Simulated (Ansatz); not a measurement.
## C (Fd-3m):V_C-Ga_C, thermodynamic levels from a 128-atom cell

Wanted: the transition levels of a complex in C (Fd-3m), from a cell of 128 host atoms with 1 site emptied and Ga put on another atom's site.

Method: place-levels on PBEsol runs: charge-transition levels and formation energies with image-charge correction and potential alignment at the atomic sites; PAW set soft_1, in Ansatz 0.2.0.

**Measured values to reproduce.**

“Fermi level pinning by defects can explain the large reported carbon 1s binding energy variations in diamond” (2019, arxiv:1902.02958) quotes from earlier work for C, diamond (bulk crystal): band gap (band gap, experimental literature value) 5.5 eV [literature value quoted in passing in the introduction; temperature not stated].

Report form: the programs' logs are mostly left out.

## 1. The structure

The cell holds 127 atoms: 126 C and 1 Ga. Cell: a = 10.052 Å, b = 10.052 Å, c = 10.052 Å, α = 60.0°, β = 60.0°, γ = 60.0°. It derives from C (space group Fd-3m). Nearest the centre at fractional (0.406, 0.531, 0.531): Ga54 at 0.77 Å, C53 at 1.94 Å, C55 at 1.94 Å, C85 at 1.94 Å, C84 at 1.94 Å, C78 at 1.94 Å, C61 at 1.94 Å, C56 at 2.63 Å.

Known beforehand: the electronic dielectric constant, 5.87, and the static one, 5.87, from a response run on this crystal (DFPT, PBEsol) at that run's own cell.

The cell's shortest repeat is 10.1 Å.

## 2. Charge states

Levels follow from differences of total energies between charge states, each relaxed by itself.

Each atom starts 0.05 Å or so off its site in a random direction: a symmetric start keeps its symmetry, and would miss off-centre moves and Jahn–Teller distortions. Forces are taken at one point at (¼, ¼, ¼). The cell holds 2 electrons more than the neutral one, with a uniform background that keeps it neutral on the whole. The electron count is odd, so at least one spin is unpaired; this run locks the moment at 1 μB.

The sampling was tested on the host first: at the k-points planned (1x1x1 shifted 0.25 0.25 0.25) its energy lies 0.034 eV an atom from the dense-mesh value, so the final energies take a denser sampling.

One of the inputs; charge, spin and start change from state to state.

qm2_M1.relax/input.yaml

```yaml
crystal:
  lattice:
    - [0.0, 7.10752372, 7.10752372]
    - [7.10752372, 0.0, 7.10752372]
    - [7.10752372, 7.10752372, 0.0]
  atoms:
    - { symbol: C, position: [0.0, 0.0, 0.0] }
    - { symbol: C, position: [0.0625, 0.0625, 0.0625] }
[... 43 atom lines left out ...]
    - { symbol: C, position: [0.3125, 0.3125, 0.5625] }
[... 1 atom line left out ...]
    - { symbol: C, position: [0.3125, 0.3125, 0.8125] }
[... 3 atom lines left out ...]
    - { symbol: C, position: [0.3125, 0.5625, 0.3125] }
    - { symbol: C, position: [0.25, 0.5, 0.5] }
    - { symbol: Ga, position: [0.3125, 0.5625, 0.5625] }
    - { symbol: C, position: [0.25, 0.5, 0.75] }
    - { symbol: C, position: [0.3125, 0.5625, 0.8125] }
[... 3 atom lines left out ...]
    - { symbol: C, position: [0.3125, 0.8125, 0.3125] }
    - { symbol: C, position: [0.25, 0.75, 0.5] }
    - { symbol: C, position: [0.3125, 0.8125, 0.5625] }
[... 14 atom lines left out ...]
    - { symbol: C, position: [0.5, 0.25, 0.5] }
    - { symbol: C, position: [0.5625, 0.3125, 0.5625] }
    - { symbol: C, position: [0.5, 0.25, 0.75] }
    - { symbol: C, position: [0.5625, 0.3125, 0.8125] }
[... 2 atom lines left out ...]
    - { symbol: C, position: [0.5, 0.5, 0.25] }
    - { symbol: C, position: [0.5625, 0.5625, 0.3125] }
    - { symbol: C, position: [0.5625, 0.5625, 0.5625] }
    - { symbol: C, position: [0.5, 0.5, 0.75] }
[... 3 atom lines left out ...]
    - { symbol: C, position: [0.5, 0.75, 0.25] }
[... 1 atom line left out ...]
    - { symbol: C, position: [0.5, 0.75, 0.5] }
[... 34 atom lines left out ...]
    - { symbol: C, position: [0.8125, 0.8125, 0.8125] }
  host:
    repeats: [4, 4, 4]
    atoms:
      - { symbol: C, position: [0.0, 0.0, 0.0] }
      - { symbol: C, position: [0.25, 0.25, 0.25] }
total_charge: -2
basis:
  ecutwfc: 420
  xc_grid: 2
hamiltonian:
  xc: pbesol
  pseudopotentials: { kind: paw, azcp: { folder: soft_1 }, xc_functional: pbe }
kpoints:
  mp_grid: { grid: [1, 1, 1], shift: [0.25, 0.25, 0.25] }
magnetization:
  spin_polarized: true
  initial_magnetization: 1
  spin_locking: { lock_magnetization: hard }
scf:
  occupations: { method: fixed }
  max_iter: 80
output:
  forces: true
  charged_corrections:
    epsilon: 5.87
    static_epsilon: 5.87
    defect_position: [0.40625, 0.53125, 0.53125]
relax:
  f_tol: 0.02
  max_steps: 80
  random_displacement: { amplitude: 0.05, seed: 3663 }
checkpoint:
  write: "../qm2_M1.relax.run"
  compress: false
  write_wavefunctions: true
  write_every: 100000
```

Started as:

```console
$ ansatz run input.yaml --threads 4 --pin off --max-ram 15073MiB --backend cpu --events-out ev --progress --plain --runs-dir out
```

The relaxed structure is kept and the sampling changed to a 2×2×2 shifted mesh.

The run of this state that the levels use, under PBEsol:

qm2_M1.point/input.yaml

```yaml
crystal:
  checkpoint: "../qm2_M1.relax.run"
  host: checkpoint
total_charge: -2
basis:
  ecutwfc: 420
  xc_grid: 2
hamiltonian:
  xc: pbesol
  pseudopotentials: { kind: paw, azcp: { folder: soft_1 }, xc_functional: pbe }
kpoints:
  mp_grid: { grid: [2, 2, 2], shift: [0.5, 0.5, 0.5] }
magnetization:
  spin_polarized: true
  initial_magnetization: 1
  spin_locking: { lock_magnetization: hard }
scf:
  occupations: { method: fermi_dirac, width: 0.01 }
  max_iter: 80
output:
  forces: true
  eigenvalues: true
  charged_corrections:
    epsilon: 5.87
    static_epsilon: 5.87
    defect_position: [0.40625, 0.53125, 0.53125]
  eigenstates: { localisation: true }
  populations: true
  efg: {}
checkpoint:
  read: "../qm2_M1.relax.run"
  write: "../qm2_M1.point.run"
  compress: false
  write_wavefunctions: false
  write_every: 100000
```

Relaxations under PBEsol at one point at (¼, ¼, ¼); times on 4 threads of Arm Neoverse V2, shared host:

| charge | moment (μB) | occupations | outcome | steps | largest displacement against the far atoms (Å) | time |
| --- | --- | --- | --- | --- | --- | --- |
| −2 | 1 | fixed | converged | 8 | 0.77 | 4.5 min |
| −1 | 0 | fixed | converged | 8 | 0.77 | 3.5 min |
| −1 | 2 | fixed | converged | 8 | 0.77 | 3.7 min |
| 0 | 1 | fixed | converged | 8 | 0.77 | 4.3 min |
| +1 | 0 | fixed | converged | 10 | 0.77 | 2.2 min |
| +1 | 2 | fixed | converged | 12 | 0.77 | 7.5 min |

Single points under PBEsol at a 2×2×2 shifted mesh; times on 4 threads of Arm Neoverse V2, shared host:

```csv
charge,moment (μB),occupations,outcome,time
−2,1,fermi-dirac,converged,4.1 min
−1,0,fermi-dirac,converged,2.1 min
−1,2,fermi-dirac,converged,4.4 min
0,1,fermi-dirac,converged,4.4 min
+1,0,fermi-dirac,converged,78 s
+1,2,fermi-dirac,converged,4.9 min
```

Distances (Å) from the ideal centre to the nearest atoms after relaxation with PBEsol:

```csv
charge,moment (μB),1.,2.,3.,4.,5.,6.
−2,1,Ga 0.01,C 2.01,C 2.02,C 2.02,C 2.02,C 2.03
−1,0,Ga 0.01,C 2.02,C 2.02,C 2.02,C 2.03,C 2.03
−1,2,Ga 0.01,C 2.02,C 2.02,C 2.02,C 2.03,C 2.03
0,1,Ga 0.01,C 2.02,C 2.03,C 2.03,C 2.03,C 2.04
+1,0,Ga 0.01,C 2.03,C 2.04,C 2.04,C 2.04,C 2.04
+1,2,Ga 0.00,C 2.03,C 2.03,C 2.04,C 2.04,C 2.08
```

## 3. Levels against the band edges, PBEsol

A charged cell interacts with its images and the background, and its potential has another zero than the host's. place-levels removes the first by a point-charge model, screened by the static dielectric constant since the ions have relaxed around the charge, and the second by comparing potentials at atoms far from the defect.

The host is a run of the defect-free crystal in the same cutoffs, grids and k-points, so that basis and sampling errors cancel in part in the differences. The host is run in a cell of 2 atoms on a matching mesh. Its band edges are searched through the zone by a band path, so the gap is smaller than, or equal to, that on the mesh. Chemical potentials are energies per atom of C (diamond) and Ga (alpha-Ga (Cmce)), run with the same functional and cutoff. Carbon is taken as diamond, which semilocal functionals can put about 0.1 eV an atom over graphite.

levels.point.yaml

```yaml
host:
  run: host.point.run
states: [qm2_M1.point.run, qm1.point.run, qm1_M2.point.run, q0_M1.point.run, qp1.point.run, qp1_M2.point.run]
geometry_from:
  qm2_M1.point.run: qm2_M1.relax.run
  qm1.point.run: qm1.relax.run
  qm1_M2.point.run: qm1_M2.relax.run
  q0_M1.point.run: q0_M1.relax.run
  qp1.point.run: qp1.relax.run
  qp1_M2.point.run: qp1_M2.relax.run
  host.point.run: host.relax.run
chemical_potentials:
  C:
    energy: -246.668769
    dataset: "<sha256 of the dataset>"
  Ga:
    energy: -3743.205341
    dataset: <sha256 of the dataset>
epsilon: 5.87
static_epsilon: 5.87
vertical:
  - { from: qm2_M1.point.run, to: qm2_M1.point_neutral.run }
  - { from: qm1.point.run, to: qm1.point_neutral.run }
  - { from: qm1_M2.point.run, to: qm1_M2.point_neutral.run }
  - { from: qp1.point.run, to: qp1.point_neutral.run }
  - { from: qp1_M2.point.run, to: qp1_M2.point_neutral.run }
```

Started as:

```console
$ ansatz place-levels levels.point.yaml -- --threads 4 --pin off --max-ram 15073MiB
```

Run time: 1.1 s. Hardware: 4 threads of Arm Neoverse V2, shared host.

Levels between the charges placed, in eV above the valence top:

```csv
,gap (eV),(+1/0),(0/−1),(−1/−2)
PBEsol,4.02,0.56,1.64,2.92
```

Corrections by state:

```
charge  moment (μB)  image terms and alignment (eV)  band filling (eV)  ε used  over the lowest of its charge, as the program ranks them, band filling apart (eV)
    +1          0.0                           0.325                  -    5.87                                                                              0.000
     0          1.0                           0.000                  -       -                                                                              0.000
    −1          2.0                           0.347                  -    5.87                                                                              0.000
    −2          1.0                           1.403                  -    5.87                                                                              0.000
    +1          2.0                           0.312                  -    5.87                                                                              1.106
    −1          0.0                           0.351                  -    5.87                                                                              0.057
```

The charged structures listed were also run neutral, and place-levels reads from each pair, by the potential or the spins, how wide the charge is by which they differ; that can be the carrier of either run.

| charge | rms radius (Å) | spread where it is widest against the cell (Å) | wide from (Å) | reading |
| --- | --- | --- | --- | --- |
| +1 | 2.7 | 1.63 | 1.42 | wide |
| −1 | 2.5 | 1.55 | 1.42 | wide |
| −2 | 2.4 | 1.49 | 1.42 | wide |

The neutral runs of these pairs need not share the spin of the lowest neutral state, and very wide values only mean spread over the cell.

From the program's caveats on the states, each cut to its opening words:

- charge +1: it parts from the run at its places by a charge that spreads by about 1.6 Å along one vector (1.4 Å or more is wide), by its potential at epsilon 5.87, taken [...]
- charge −1 (2 μB): how wide its charge is, is not read beside other atoms or cores, and a band state would take no correction
- charge −2 (1 μB), −1: it parts from the run at its places by a charge that spreads by about 1.5 Å along one vector (1.4 Å or more is wide), by its potential at epsilon 5.87, taken [...]
- charge −2 (1 μB): its moments are held at its close (magnetization.spin_locking), by a field of 0.023 eV a Bohr magneton, and its energy and levels are of the state that this [...]
- charge +1 (2 μB): it parts from the run at its places by a charge that spreads by about 1.7 Å along one vector (1.4 Å or more is wide), by its potential at epsilon 5.87, taken [...]
- charge +1 (2 μB): its moments are held at its close (magnetization.spin_locking), by a field of 0.540 eV a Bohr magneton, and its energy and levels are of the state that this [...]

Chemical potentials of the elements' reference phases, run alike. Formation energy by charge state (elemental references; gap 4.02 eV):

| charge | at valence top (eV) | at conduction bottom (eV) | correction included (eV) |
| --- | --- | --- | --- |
| +1 | 6.94 | 10.96 | 0.33 |
| 0 | 7.50 | 7.50 | 0.00 |
| −1 | 9.15 | 5.13 | 0.35 |
| −2 | 12.06 | 4.02 | 1.40 |

(Fermi level (eV), lowest formation energy (eV)): (0.00, 6.94), (0.37, 7.31), (0.73, 7.50), (1.10, 7.50), (1.46, 7.50), (1.83, 7.32), (2.19, 6.95), (2.56, 6.59), (2.92, 6.21), (3.29, 5.48), (3.65, 4.75), (4.02, 4.02)

## 4. Effect of the sampling

The relaxations' own energies give the levels at their sampling, for comparison.

levels.relax_mesh.yaml

```yaml
host:
  run: host.relax.run
states: [qm2_M1.relax.run, qm1.relax.run, qm1_M2.relax.run, q0_M1.relax.run, qp1.relax.run, qp1_M2.relax.run]
chemical_potentials:
  C:
    energy: -246.668769
    dataset: "<sha256 of the dataset>"
  Ga:
    energy: -3743.205341
    dataset: <sha256 of the dataset>
```

Started as:

```console
$ ansatz place-levels levels.relax_mesh.yaml -- --threads 4 --pin off --max-ram 15073MiB
```

Run time: 0.3 s. Hardware: 4 threads.

Levels between neighbouring charges, in eV above the valence top:

```csv
,gap (eV),(+1/0),(0/−1),(−1/−2)
"one point at (¼, ¼, ¼)",4.01,0.71,1.85,3.05
a 2×2×2 shifted mesh,4.02,0.56,1.64,2.92
```

Going from one point at (¼, ¼, ¼) to a 2×2×2 shifted mesh moves the levels that carry no band-filling term by up to 0.20 eV and formation energies against the elements by up to 0.80 eV.

## 5. Summary of results

* gap of the host: 4.02 eV (PBEsol)
* level (plus 1/0): 0.56 eV above the valence top
* level (0/minus 1): 1.64 eV above the valence top
* level (minus 1/minus 2): 2.92 eV above the valence top
* lowest of the charges placed, just above the valence top (0.02 eV): +1
* lowest of the charges placed, just below the conduction bottom (0.02 eV): −2
* lowest formation energy at mid-gap of the charges run, elemental references: 7.14 eV

In words: Of the charges placed (−2, −1, 0 and +1), the lowest changes at 0.56 eV (+1/0), 1.64 eV (0/−1) and 2.92 eV (−1/−2) above the valence top, in a gap of 4.02 eV. Charges above +1 and below −2 were not placed, so these runs say nothing of levels that involve them. States placed: +1 at 0 μB and 2 μB; 0 at 1 μB; −1 at 2 μB and 0 μB; −2 at 1 μB. Other spin states or structures, where not listed, weren't placed. Ga is taken at its element; compounds, which aren't counted here, bound the chemical potentials and would shift these formation energies. Going from one point at (¼, ¼, ¼) to a 2×2×2 shifted mesh moves the levels that carry no band-filling term by up to 0.20 eV and formation energies against the elements by up to 0.80 eV. Limits: PBEsol makes the gap too small and tends to spread out bound carriers; force components of up to 0.54 eV/Å remain in a run at the final settings.

Comparison with the measured values:

| quantity | measured | PBEsol |
| --- | --- | --- |
| band gap (least gap of the host) (eV) | 5.5 | 4.02 (-1.48 eV) |

Measured values from arxiv:1902.02958 (2019).

Verdict: The band gap is off by -1.48 eV: a clear miss. Local and semilocal functionals usually give gaps below the measured ones. Zero-point and thermal motion shift the measured gap.

[Logs are printed without paths, hosts, clocks, repeated set-up lines and the standing remarks that a program may print on its own settings, such as how far it seeks lower states.]

[Hosts, paths, dates, database ids (printed as entryN), source tags and the programs' standing remarks are cut or masked in the printed files.]

[Where a table of states has a column of steps, it counts the stored structures, which are thinned; the runs took as many ionic steps or more.]

[A defect's name tells the site on which it was built; relaxed atoms can leave that site.]

[For some hosts the program warned that the k-mesh of the response run may be too coarse for force constants and the static dielectric constant; such warnings are not shown here.]
